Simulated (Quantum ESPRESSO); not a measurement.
## Cs2NiO2 with and without spin polarisation: start 1: ferro +

Quantum ESPRESSO 7.5; LDA; plane waves with GBRV 1.5 LDA potentials, no spin-orbit coupling.

The signs are those of the starting moments on the seeded atoms, the atoms that are given a moment.

pw.in reads:

```
&CONTROL
  calculation = 'scf'
  prefix = 'pwscf'
  outdir = './tmp'
  pseudo_dir = './pseudo'
  disk_io = 'nowf'
/
&SYSTEM
  ibrav = 0
  celldm(1) = 8
  nat = 5
  ntyp = 3
  ecutwfc = 40
  ecutrho = 280
  nbnd = 34
  occupations = 'smearing'
  smearing = 'fd'
  degauss = 0.00367493
  nspin = 2
  starting_magnetization(1) = 0
  starting_magnetization(2) = 0.1111
  starting_magnetization(3) = 0
/
&ELECTRONS
  conv_thr = 1d-08
  electron_maxstep = 150
  mixing_beta = 0.3
/
ATOMIC_SPECIES
Cs    132.9055 cs_lda_v1.uspp.F.UPF
Ni     58.6934 ni_lda_v1.4.uspp.F.UPF
O      15.9990 o_lda_v1.2.uspp.F.UPF
CELL_PARAMETERS alat
  -0.5201807694634    0.5201807694634    1.6042481186054
   0.5201807694634   -0.5201807694634    1.6042481186054
   0.5201807694634    0.5201807694634   -1.6042481186054
ATOMIC_POSITIONS crystal
Cs      0.3492092100    0.3492092100    0.0000000000
Cs      0.6507907900    0.6507907900    0.0000000000
Ni      0.0000000000    0.0000000000    0.0000000000
O       0.1243453400    0.1243453400    0.0000000000
O       0.8756546600    0.8756546600    0.0000000000
K_POINTS automatic
8 8 8 0 0 0
```

On the command line:

```sh
$ OMP_NUM_THREADS=1 mpirun -n 4 pw.x -nk 4 -in pw.in > pw.out
```

Before running it: what should come out for the spin moment in the atom's sphere?

The site moments add up to 1.82 μB, near the cell's 2.00 μB; the rest lies between the atoms. Symmetry leaves 3 kinds of site among the 5 atoms, and equivalent atoms carry values of equal size.

Spin density in the ac plane of the conventional cell at fractional y = 0.000, with atoms of Cs and Ni and O within 0.2 Å of it.

Valence density in the ac plane of the conventional cell at fractional y = 0.000, with atoms of Cs and Ni and O within 0.2 Å of it. It is the smooth field of the valence electrons, not physical close to the nuclei.

Spin moment in the atom's sphere by atom:

```
atom  spin moment in the atom's sphere (μB)
 Cs1                                   0.00
 Cs2                                   0.00
 Ni3                                   1.17
  O4                                   0.32
  O5                                   0.32
```

This step gave:

| Quantity | Value |
| --- | --- |
| magnetization | 2 μB |
| absolute magnetization | 2.274 μB |
| final state | ferromagnetic |

Ten even steps from '0' (0.0 e/Å³) to '9' (2.9 e/Å³), each cell a mean:
```
62000000000005
00000000000000
11000000000001
00000000000000
00000000000000
00000000000000
00000000000000
00000000000000
00000000000000
00000000000000
00000000000000
00000000000000
00000000000000
00000000000000
00000000000000
00000000000000
00000000000000
00000000000000
00000000000000
00000000000000
11000000000001
00000000000000
00000000000000
92000000000006
```
Columns run along a (4.4 Å), rows up along c (13.6 Å), edges of the conventional cell, whose origin can differ from the input's. Atoms in or near the plane, at fractional coordinates: Cs at (0.00, 0.35), Cs at (0.00, 0.65), Ni at (0.00, 0.00), O at (0.00, 0.12), O at (0.00, 0.88).

Ten steps, logarithmic in the rise over the least value, from '0' (0 e/Å³) to '9' (30 e/Å³), each cell a mean:
```
97310000000258
43210000000123
65310000000246
54210000000135
21000000000011
00000000000000
22110000000122
22321000001232
22321000001322
33210000001223
11000000000011
00000000000000
00000000000000
21100000000112
23210000001232
32321000001322
23210000001232
21100000000011
00000000000000
32100000000012
65310000000246
64210000000135
43210000000124
98410000000269
```
Columns run along a (4.4 Å), rows up along c (13.6 Å), edges of the conventional cell, whose origin can differ from the input's. Atoms in or near the plane, at fractional coordinates: Cs at (0.00, 0.35), Cs at (0.00, 0.65), Ni at (0.00, 0.00), O at (0.00, 0.12), O at (0.00, 0.88).

[Logs and program files are shortened in this print: banners, set-up blocks, solver, clock and traceback lines can be left out without a mark of their own.]

[Logs are printed without paths, hosts, clocks, repeated set-up lines and the standing remarks that a program may print on its own settings, such as how far it seeks lower states.]

[Hosts, paths, dates, database ids (printed as entryN), source tags and the programs' standing remarks are cut or masked in the printed files.]

[Where a cell is said to come from a database of computed structures, the database is the Materials Project.]
